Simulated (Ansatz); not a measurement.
## SrCa3Te4: complex band structure

Aim: relax a made-up compound, SrCa3Te4, and see how good a tunnel barrier it would be. It is built by putting Te for O, Sr for Cd in the Ca3CdO4 structure of space group Cmmm, with the volume rescaled by atomic radii. The parent structure comes from the Materials Project.

Calculated with Ansatz 0.2.0; r2SCAN DFT, plane waves, PAW files, in the first sound run; inputs show where later runs differ.

The structure was built from a prototype and need not be the compound's stable phase.

**1. Starting point**

Symmetry: Cmmm, No. 65, orthorhombic system. The conventional cell has a = 7.900 Å, b = 11.213 Å, c = 3.979 Å, α = 90.00°, β = 90.00°, γ = 90.00°. Nearest to Ca lie 6 Te at 2.77 to 2.79 Å. Ca has 6 Te at 2.80 Å nearest. Nearest to Sr lie 6 Te at 2.82 to 2.83 Å. Nearest to Te lie 5 Ca at 2.77 to 2.80 Å and 1 Sr at 2.83 Å. Nearest to Te lie 4 Ca at 2.79 to 2.80 Å and 2 Sr at 2.82 Å. It derives from Ca3CdO4. Te for O, Sr for Cd in the Ca3CdO4 structure of space group Cmmm. Farther neighbours and most contacts between anions are not listed.

**2. Cell and atoms at rest**

The substituted atoms don't fit the parent's cell, so cell and atoms relax together. A small smearing keeps the run stable in case the gap closes on the way.

Contents of input.yaml:

```yaml
crystal:
  lattice:
    - [3.9499838092, -5.6063739683, 0.0]
    - [3.9499838092, 5.6063739683, 0.0]
    - [0.0, 0.0, 3.9794375179]
  atoms:
    - { symbol: Ca, position: [0.5, 0.5, 0.0] }
    - { symbol: Ca, position: [0.5, 0.0, 0.5] }
    - { symbol: Ca, position: [0.0, 0.5, 0.5] }
    - { symbol: Sr, position: [0.0, 0.0, 0.0] }
    - { symbol: Te, position: [0.25259742, 0.74740258, 0.0] }
    - { symbol: Te, position: [0.25270534, 0.25270534, 0.5] }
    - { symbol: Te, position: [0.74729466, 0.74729466, 0.5] }
    - { symbol: Te, position: [0.74740258, 0.25259742, 0.0] }
kpoints:
  mp_grid: { grid: [4, 4, 6] }
scf:
  occupations: { method: gaussian, width: 0.03 }
hamiltonian:
  xc: r2scan
output:
  forces: true
  stress: true
relax:
  f_tol: 0.02
  max_steps: 60
  cell: {}
```

Launch:

```bash
$ ansatz run input.yaml --threads 2 --pin off --max-ram 4096MiB --backend cpu --events-out ev --progress --plain --runs-dir out
```

Numbers of over 12 decimals in the logs are rounded to 6 here.

The program printed:

```text
Engine: ansatz 0.2.0, aarch64-unknown-linux-gnu
Pseudopotentials: kind: paw
Pseudopotential: Ca, paw, valence charge 10, recommended cutoff 500 eV (meta_gga), Ca.paw.azcp
Pseudopotential: Sr, paw, valence charge 10, recommended cutoff 500 eV (meta_gga), Sr.paw.azcp
Pseudopotential: Te, paw, valence charge 16, recommended cutoff 500 eV (meta_gga), Te.paw.azcp
Functional definition: r2SCAN
  parameter k0 = 0.174
  parameter k1 = 0.065
  parameter a1 = 4.9479
  exchange = r2scan_x(k0 = k0, k1 = k1, a1 = a1)
  correlation = r2scan_c
Crystal: 8 atoms, lattice volume = 176.250 Å³
Basis set: ecut = 500 eV, 4477 PW (Γ), exchange–correlation on 216×216×120 points (64 copies of the dense FFT grid, shifted against one another)
Bands: 63, of which v1, the nominal top of the filled ones, is band 52 counted from 1 (51 counted from 0)
Symmetry: 8 space group operations
Space group: Cmmm (ITA 65), of the structure as read, at distance tolerance 5.6e-5 Å
k-points: 28 of 96
Non-local potential: Ca, projectors of the file, l = 0: 3, l = 1: 2, l = 2: 2
Non-local potential: Sr, projectors of the file, l = 0: 3, l = 1: 2, l = 2: 2
Non-local potential: Te, projectors of the file, l = 0: 2, l = 1: 2, l = 2: 2, l = 3: 2
PAW form: soft (Blöchl's): semilocal exchange-correlation on the pseudo side does not see the compensation charge
PAW frozen core: Ca, regenerated for the run's functional (the file was generated under x = pbe(κ = 0.804, μ = 0.219515), c = pbe(β = 0.066725))
PAW frozen core: Sr, regenerated for the run's functional (the file was generated under x = pbe(κ = 0.804, μ = 0.219515), c = pbe(β = 0.066725))
PAW frozen core: Te, regenerated for the run's functional (the file was generated under x = pbe(κ = 0.804, μ = 0.219515), c = pbe(β = 0.066725))
PAW one-centre angular grid: Ca, 302 points (default); XC on 160 Gauss nodes
PAW one-centre angular grid: Sr, 302 points (default); XC on 160 Gauss nodes
PAW one-centre angular grid: Te, 590 points (default); XC on 160 Gauss nodes
Initial density: superposition of atomic densities (neutral atoms: chi_scale 0, normalization atom), corrected by the library's trained network
Initial wavefunctions: pseudopotential atomic-orbital guess
Functional: x = r2scan, c = r2scan; τ floored in thin density (d = 2e-4 eV/Å³)
SCF iter   1: F=—  HF=-37006.421202 eV  |F-HF|=—  |Δ(HF+E_count)|=         —  Δρ=4.20e-3  dr2=2.49e-2  dr2_τ=8.29e-2  ethr=1.77e-3  ⟨swp⟩=11.3  Hψ=9266  notcnv=0  defer=14
preconditioner: auto → Resta (q_TF=auto, 2.499 Å⁻¹)  ε∞=4.0  [insulator: Δε(μ)=0.058 eV  Ē_g=9.074 eV  σ=0.030 eV  W_gap=0.82  n_scr=48 (ndim 8)  ℏωp=15.8 eV  f_vac=0.000  D(μ)=0.49/eV (n_scr^D=0)  ε∞_Penn≈4.0]
SCF iter   2: F=—  HF=-37006.905434 eV  |F-HF|=—  |Δ(HF+E_count)|=   4.84e-1  Δρ=2.99e-3  dr2=1.75e-2  dr2_τ=3.23e-4  ethr=2.39e-5  ⟨swp⟩=3.1  Hψ=3860  notcnv=0  defer=159
SCF iter   3: F=—  HF=-37006.907616 eV  |F-HF|=—  |Δ(HF+E_count)|=   2.18e-3  Δρ=5.25e-4  dr2=4.81e-4  dr2_τ=1.62e-4  ethr=1.68e-5  ⟨swp⟩=3.0  Hψ=2611  notcnv=0  defer=103
automatic band count: iteration 3 solves 61 bands in place of 63: the levels show a gap, and the empty bands left out lie too high to hold charge; the band table lists the bands solved (type scf.n_extra_bands for more)
SCF iter   4: F=—  HF=-37006.907869 eV  |F-HF|=—  |Δ(HF+E_count)|=   2.53e-4  Δρ=2.53e-4  dr2=1.20e-4  dr2_τ=5.31e-6  ethr=4.63e-7  ⟨swp⟩=2.0  Hψ=2980  notcnv=0  defer=103
SCF iter   5: F=—  HF=-37006.907903 eV  |F-HF|=—  |Δ(HF+E_count)|=   3.42e-5  Δρ=8.31e-5  dr2=1.14e-5  dr2_τ=4.77e-7  ethr=1.15e-7  ⟨swp⟩=2.0  Hψ=2053  notcnv=0  defer=103
SCF iter   6: F=—  HF=-37006.908015 eV  |F-HF|=—  |Δ(HF+E_count)|=   1.12e-4  Δρ=1.21e-5  dr2=3.06e-7  dr2_τ=1.25e-8  ethr=1.10e-8  ⟨swp⟩=2.0  Hψ=2089  notcnv=0  defer=103
SCF iter   7: F=-37006.908016 eV  HF=-37006.908016 eV  |F-HF|=1.14e-8  |Δ(HF+E_count)|=   2.10e-7  Δρ=3.99e-6  dr2=3.64e-8  dr2_τ=1.70e-9  ethr=9.62e-11  ⟨swp⟩=5.5  Hψ=6716  notcnv=0
SCF 1 converged in 7 iterations: F = -37006.908016 eV  dr2 = 3.64e-8
  greatest PAW one-centre occupation: 0.997 electrons in one spin orbital (limit 2), on the Te atom at site 6 (counted from 0), in its partial waves of l = 2
relax step   1: F+E_penalty+E_count = -37006.90801557 eV  Δ(F+E_penalty+E_count) = +0.000e0 eV  max|allowed force component| = 9.266e-1 eV/Å  Δτ_max = 0.0000 Å  P = +39.276 GPa  Ω = 176.250 Å³  (7 SCF iters, dr2 threshold 1.00e-7 eV, accepted)
Crystal: 8 atoms, lattice volume = 203.296 Å³
Basis set: ecut = 500 eV, 5145 PW (Γ), exchange–correlation on 216×216×120 points (64 copies of the dense FFT grid, shifted against one another)
Initial density: handed on by an earlier stage of this run
Initial wavefunctions: those handed on with the density
iter 1 solved again at ethr=1.73e-4 eV; its pass at ethr=3.10e-3 eV (dr2=1.80e-1 eV) is discarded
SCF iter   1: F=—  HF=-37010.581819 eV  |F-HF|=—  |Δ(HF+E_count)|=         —  Δρ=6.67e-3  dr2=1.81e-1  dr2_τ=8.76e-1  ethr=1.73e-4  ⟨swp⟩=2.8  Hψ=10421  notcnv=0
automatic band count: iteration 1 solves 60 bands in place of 63: the levels show a gap, and the empty bands left out lie too high to hold charge; the band table lists the bands solved (type scf.n_extra_bands for more)
preconditioner: auto → Resta (q_TF=auto, 2.440 Å⁻¹)  ε∞=4.1  [insulator: Δε(μ)=1.104 eV  Ē_g=8.420 eV  σ=0.030 eV  W_gap=1.00  n_scr=56 (ndim 8)  ℏωp=14.7 eV  f_vac=0.000  D(μ)=0.00/eV (n_scr^D=0)  ε∞_Penn≈4.1]
SCF iter   2: F=—  HF=-37011.776363 eV  |F-HF|=—  |Δ(HF+E_count)|=    1.19e0  Δρ=3.62e-3  dr2=5.16e-2  dr2_τ=5.72e-4  ethr=1.73e-4  ⟨swp⟩=4.1  Hψ=3662  notcnv=0
SCF iter   3: F=—  HF=-37011.761632 eV  |F-HF|=—  |Δ(HF+E_count)|=   1.47e-2  Δρ=1.63e-3  dr2=4.46e-3  dr2_τ=8.94e-4  ethr=4.96e-5  ⟨swp⟩=4.6  Hψ=3721  notcnv=0
SCF iter   4: F=—  HF=-37011.761654 eV  |F-HF|=—  |Δ(HF+E_count)|=   2.18e-5  Δρ=7.15e-4  dr2=8.36e-4  dr2_τ=7.94e-5  ethr=4.29e-6  ⟨swp⟩=2.4  Hψ=2571  notcnv=0  defer=6
SCF iter   5: F=—  HF=-37011.761974 eV  |F-HF|=—  |Δ(HF+E_count)|=   3.20e-4  Δρ=1.57e-4  dr2=4.61e-5  dr2_τ=1.18e-5  ethr=8.03e-7  ⟨swp⟩=2.0  Hψ=2519  notcnv=0  defer=7
SCF iter   6: F=—  HF=-37011.762096 eV  |F-HF|=—  |Δ(HF+E_count)|=   1.22e-4  Δρ=5.75e-5  dr2=7.12e-6  dr2_τ=5.42e-7  ethr=4.43e-8  ⟨swp⟩=2.0  Hψ=2911  notcnv=0  defer=7
SCF iter   7: F=-37011.762098 eV  HF=-37011.762098 eV  |F-HF|=5.20e-8  |Δ(HF+E_count)|=   1.80e-6  Δρ=1.33e-5  dr2=2.20e-7  dr2_τ=4.56e-8  ethr=7.69e-10  ⟨swp⟩=4.0  Hψ=6609  notcnv=0
SCF 2 converged in 7 iterations: F = -37011.762098 eV  dr2 = 2.20e-7
[...]
SCF iter   2: F=—  HF=-37014.137099 eV  |F-HF|=—  |Δ(HF+E_count)|=   9.67e-1  Δρ=3.02e-3  dr2=4.66e-2  dr2_τ=3.60e-4  ethr=1.34e-4  ⟨swp⟩=4.4  Hψ=3682  notcnv=0  defer=1
SCF iter   3: F=—  HF=-37014.124036 eV  |F-HF|=—  |Δ(HF+E_count)|=   1.31e-2  Δρ=1.54e-3  dr2=4.13e-3  dr2_τ=9.31e-4  ethr=4.48e-5  ⟨swp⟩=4.8  Hψ=3833  notcnv=0  defer=5
SCF iter   4: F=—  HF=-37014.123983 eV  |F-HF|=—  |Δ(HF+E_count)|=   5.25e-5  Δρ=6.21e-4  dr2=7.99e-4  dr2_τ=7.26e-5  ethr=3.97e-6  ⟨swp⟩=2.4  Hψ=2699  notcnv=0  defer=11
SCF iter   5: F=—  HF=-37014.124363 eV  |F-HF|=—  |Δ(HF+E_count)|=   3.79e-4  Δρ=1.13e-4  dr2=3.34e-5  dr2_τ=5.69e-6  ethr=7.68e-7  ⟨swp⟩=2.0  Hψ=2470  notcnv=0  defer=11
SCF iter   6: F=—  HF=-37014.124373 eV  |F-HF|=—  |Δ(HF+E_count)|=   1.07e-5  Δρ=4.76e-5  dr2=5.12e-6  dr2_τ=5.22e-7  ethr=3.21e-8  ⟨swp⟩=2.4  Hψ=2672  notcnv=0  defer=11
SCF iter   7: F=-37014.124374 eV  HF=-37014.124374 eV  |F-HF|=3.44e-8  |Δ(HF+E_count)|=   5.90e-7  Δρ=1.32e-5  dr2=2.47e-7  dr2_τ=4.41e-8  ethr=7.69e-10  ⟨swp⟩=5.6  Hψ=5970  notcnv=0
SCF 3 converged in 7 iterations: F = -37014.124374 eV  dr2 = 2.47e-7
relax step   3: F+E_penalty+E_count = -37014.12437403 eV  Δ(F+E_penalty+E_count) = -2.362e0 eV  max|allowed force component| = 1.188e-1 eV/Å  Δτ_max = 0.0045 Å  P = +8.121 GPa  Ω = 231.726 Å³  energy of the carried Pulay correction = -9.334e-3 eV  (7 SCF iters, dr2 threshold 8.00e-7 eV, accepted)
[...]
relax step   4: F+E_penalty+E_count = -37014.89298915 eV  Δ(F+E_penalty+E_count) = -7.686e-1 eV  max|allowed force component| = 3.199e-2 eV/Å  Δτ_max = 0.0055 Å  P = +2.138 GPa  Ω = 257.005 Å³  energy of the carried Pulay correction = -1.281e-2 eV  (7 SCF iters, dr2 threshold 8.00e-7 eV, accepted)
[...]
relax step   5: F+E_penalty+E_count = -37014.97240712 eV  Δ(F+E_penalty+E_count) = -7.942e-2 eV  max|allowed force component| = 6.623e-3 eV/Å  Δτ_max = 0.0022 Å  P = +0.400 GPa  Ω = 267.418 Å³  energy of the carried Pulay correction = -1.413e-2 eV  (6 SCF iters, dr2 threshold 8.00e-7 eV, accepted)
[...]
relax step   6: F+E_penalty+E_count = -37014.97542186 eV  Δ(F+E_penalty+E_count) = -3.015e-3 eV  max|allowed force component| = 9.277e-4 eV/Å  Δτ_max = 0.0007 Å  P = -0.011 GPa  Ω = 270.203 Å³  energy of the carried Pulay correction = -1.447e-2 eV  (5 SCF iters, dr2 threshold 4.16e-7 eV, accepted)
Basis set: ecut = 500 eV, 6847 PW (Γ), exchange–correlation on 240×240×144 points (64 copies of the dense FFT grid, shifted against one another)
Initial wavefunctions: pseudopotential atomic-orbital guess (no wavefunctions were taken with the density)
iter 1 solved again at ethr=5.82e-7 eV; its pass at ethr=3.10e-3 eV (dr2=6.05e-4 eV) is discarded
SCF iter   1: F=—  HF=-37014.991994 eV  |F-HF|=—  |Δ(HF+E_count)|=         —  Δρ=8.06e-4  dr2=1.34e-4  dr2_τ=4.59e-4  ethr=5.82e-7  ⟨swp⟩=4.1  Hψ=15475  notcnv=0
preconditioner: auto → Resta (q_TF=auto, 2.327 Å⁻¹)  ε∞=3.6  [insulator: Δε(μ)=2.001 eV  Ē_g=7.888 eV  σ=0.030 eV  W_gap=1.00  n_scr=56 (ndim 8)  ℏωp=12.8 eV  f_vac=0.001  D(μ)=0.00/eV (n_scr^D=0)  ε∞_Penn≈3.6]
SCF iter   2: F=—  HF=-37014.995752 eV  |F-HF|=—  |Δ(HF+E_count)|=   3.76e-3  Δρ=4.17e-4  dr2=3.59e-5  dr2_τ=7.08e-5  ethr=1.29e-7  ⟨swp⟩=2.0  Hψ=3064  notcnv=0
SCF iter   3: F=—  HF=-37014.996664 eV  |F-HF|=—  |Δ(HF+E_count)|=   9.12e-4  Δρ=4.71e-5  dr2=1.13e-6  dr2_τ=7.05e-7  ethr=3.45e-8  ⟨swp⟩=2.0  Hψ=2599  notcnv=0
SCF iter   4: F=—  HF=-37014.996631 eV  |F-HF|=—  |Δ(HF+E_count)|=   3.30e-5  Δρ=4.41e-6  dr2=1.88e-8  dr2_τ=1.04e-8  ethr=1.09e-9  ⟨swp⟩=2.0  Hψ=3197  notcnv=0
SCF iter   5: F=—  HF=-37014.996631 eV  |F-HF|=—  |Δ(HF+E_count)|=   1.49e-7  Δρ=8.19e-7  dr2=1.92e-9  dr2_τ=1.90e-10  ethr=1.81e-11  ⟨swp⟩=2.0  Hψ=2597  notcnv=0
SCF iter   6: F=—  HF=-37014.996631 eV  |F-HF|=—  |Δ(HF+E_count)|=   1.83e-9  Δρ=2.06e-7  dr2=2.03e-10  dr2_τ=1.20e-11  ethr=1.85e-12  ⟨swp⟩=2.0  Hψ=3110  notcnv=0
SCF iter   7: F=-37014.996631 eV  HF=-37014.996631 eV  |F-HF|=7.28e-12  |Δ(HF+E_count)|=  1.46e-11  Δρ=7.62e-8  dr2=2.13e-11  dr2_τ=1.23e-12  ethr=1.00e-12  ⟨swp⟩=5.4  Hψ=6613  notcnv=0
SCF 7 converged in 7 iterations: F = -37014.996631 eV  dr2 = 2.13e-11
relax step   7: F+E_penalty+E_count = -37014.99663118 eV  Δ(F+E_penalty+E_count) = -2.121e-2 eV  max|allowed force component| = 9.445e-4 eV/Å  Δτ_max = 0.0000 Å  P = -0.001 GPa  Ω = 270.203 Å³  stress off target by 2.94e-3 GPa  SCF on the basis re-selected at this cell (its energy is not comparable with the rows above)  (7 SCF iters)
basis re-selected at this cell: Δ(F+E_penalty+E_count) = -2.121e-2 eV, ΔP = +0.009 GPa vs the last step (what re-selecting the basis moved, of the pressure what is left beyond the Pulay correction that the steps carried, after the strain that the cell walked since its last selection, with what the two solves' SCF thresholds leave and, on support functions, any second-order correction that the steps lacked; it is no measure of the basis error at this ecutwfc). The dense FFT grid was sized anew with the basis: this SCF ran on 60×60×36 points, the steps before it on 54×54×30, so part of this shift can come from that change (see relax.cell in the input reference). [rest of the remark cut]
SCF converged after 7 iterations
Free energy (F): -37014.996631 eV
Harris-Foulkes:  -37014.996631 eV  (|F-HF|=7.28e-12)
Internal energy: -37014.996631 eV  (E = F + TS)
E sigma→0 (E₀):  -37014.996631 eV
Fermi energy:    7.669161 eV
--- Per-component energies (eV) ---
  E_band       = -1695.159258
  E_kinetic    = 1801.539475
  E_local      = -8400.644411  (includes V_loc(G=0)·N_el)
  E_nonlocal   = -849.227675
  E_hartree    = 4344.005649
  E_xc         = -1038.097272
  E_vxc        = -1209.453206  (∫ρ·V_xc dr)
  E_paw        = -24055.559300  (= ΣΔE_a)
  E_vpaw       = -1796.530211  (= ΣTr[D̂ρ^β])
  E_aug_tail   = -0.000161  (compensation charges beyond the density's cutoff)
  E_vtau       = 71.145714  (kinetic-family band-sum trace: ∫τ·v_τ [+ j·A + Jᵃ·Aᵃ] dr)
  E_ewald      = -8817.344325
  E_core_change = 0.331390  (= ΣΔE_core)
  E_smearing   = -0.000000  (= −TS)
  E_closure    = 0.000000  (closes the sum)
  Σ components = -37014.996631   (vs F -37014.996631, Δ=0.00e0)
--- Forces (eV/Å), atoms counted from 1 ---
  atom   1  Ca     0.00000000     0.00000000     0.00000000
  atom   2  Ca    -0.00000000     0.00000000     0.00000000
  atom   3  Ca     0.00000000     0.00000000     0.00000000
  atom   4  Sr    -0.00000000     0.00000000     0.00000000
  atom   5  Te     0.00000000     0.00094448     0.00000000
  atom   6  Te    -0.00074680     0.00000000     0.00000000
  atom   7  Te     0.00074680     0.00000000     0.00000000
  atom   8  Te     0.00000000    -0.00094448     0.00000000
  max |Σ_I F_I| component: 2.17e-19 eV/Å
--- Stress (GPa, compression-positive) ---
       -0.002943       0.000000       0.000000
        0.000000      -0.002018       0.000000
        0.000000       0.000000       0.000648
  P = ⅓ Tr σ = -0.0014 GPa (-0.014 kbar)
--- Relaxed structure (6 steps of the walk, 6 accepted, 1 SCFs on fresh bases) ---
  F+E_penalty+E_count = -37014.99663118 eV   max|allowed force component| = 9.445e-4 eV/Å   (the final SCF, on the basis selected at the relaxed cell)
  cell:  # Å, volume = 270.2028 Å³
    - [4.572311, -6.464460, 0.0]
    - [4.572311, 6.464460, 0.0]
    - [0.0, 0.0, 4.570796]
  atoms:
    - { symbol: Ca, position: [0.500000, 0.500000, 0.0] }
    - { symbol: Ca, position: [0.500000, 0.0, 0.500000] }
    - { symbol: Ca, position: [0.0, 0.500000, 0.500000] }
    - { symbol: Sr, position: [-1.2180169268538952e-19, -1.2180169268538952e-19, 0.0] }
    - { symbol: Te, position: [0.254283, 0.745717, 0.0] }
    - { symbol: Te, position: [0.258597, 0.258597, 0.500000] }
    - { symbol: Te, position: [0.741403, 0.741403, 0.500000] }
    - { symbol: Te, position: [0.745717, 0.254283, 0.0] }
```

It took 1.8 min on 2 threads of Arm Neoverse V2, shared host; peak memory 1.3 GiB.

Relaxation path:

```csv
step,energy less that of the first step (eV),largest force component (eV/Å),pressure (GPa),volume (Å³)
1,0.0000,0.9266,39.28,176.25
2,-4.8541,0.2484,19.63,203.30
3,-7.2164,0.1188,8.12,231.73
4,-7.9850,0.0320,2.14,257.00
5,-8.0644,0.0066,0.40,267.42
6,-8.0674,0.0009,-0.01,270.20
7*,-8.0886,0.0009,0.00,270.20
```

Relaxation steps marked * repeat the geometry before them on a plane-wave basis chosen anew for their cell, so energy and pressure can jump there.

The run keeps the 8 symmetry operations that it works with, so distortions that break them were not tested.

| cell as run | before | after | change |
| --- | --- | --- | --- |
| a (Å) | 6.858 | 7.918 | +15.5 % |
| b (Å) | 6.858 | 7.918 | +15.5 % |
| c (Å) | 3.979 | 4.571 | +14.9 % |
| γ (°) | 109.67 | 109.46 | -0.2 % |
| volume (Å³/atom) | 22.03 | 33.78 | +53.3 % |

The atoms that moved most (Å, as changes of fractional coordinates times the final cell):

```csv
atom,dx,dy,dz,length
Te7,-0.054,0.000,0.000,0.054
Te6,0.054,0.000,0.000,0.054
Te5,0.000,-0.022,0.000,0.022
Te8,0.000,0.022,0.000,0.022
```

The relaxed structure:

```cif
data_structure
_symmetry_space_group_name_H-M 'P 1'
_symmetry_Int_Tables_number 1
_cell_length_a 7.9180
_cell_length_b 7.9180
_cell_length_c 4.5708
_cell_angle_alpha 90.000
_cell_angle_beta 90.000
_cell_angle_gamma 109.456
_cell_volume 270.20
loop_
_atom_site_label
_atom_site_type_symbol
_atom_site_fract_x
_atom_site_fract_y
_atom_site_fract_z
_atom_site_occupancy
Ca1 Ca 0.50000 0.50000 0.00000 1
Ca2 Ca 0.50000 0.00000 0.50000 1
Ca3 Ca 0.00000 0.50000 0.50000 1
Sr4 Sr 0.00000 0.00000 0.00000 1
Te5 Te 0.25428 0.74572 0.00000 1
Te6 Te 0.25860 0.25860 0.50000 1
Te7 Te 0.74140 0.74140 0.50000 1
Te8 Te 0.74572 0.25428 0.00000 1
```

Numbers from this step:

```
free energy  : -37014.9966 eV
Fermi energy : 7.669 eV
pressure     : -0.001438 GPa
```

The largest force component on a free atom ends at 9.4e-4 eV/Å.

[end of part 1 of 3]

[Logs are printed without paths, hosts, clocks, repeated set-up lines and the standing remarks that a program may print on its own settings, such as how far it seeks lower states.]

[Hosts, paths, dates, database ids (printed as entryN), source tags and the programs' standing remarks are cut or masked in the printed files.]
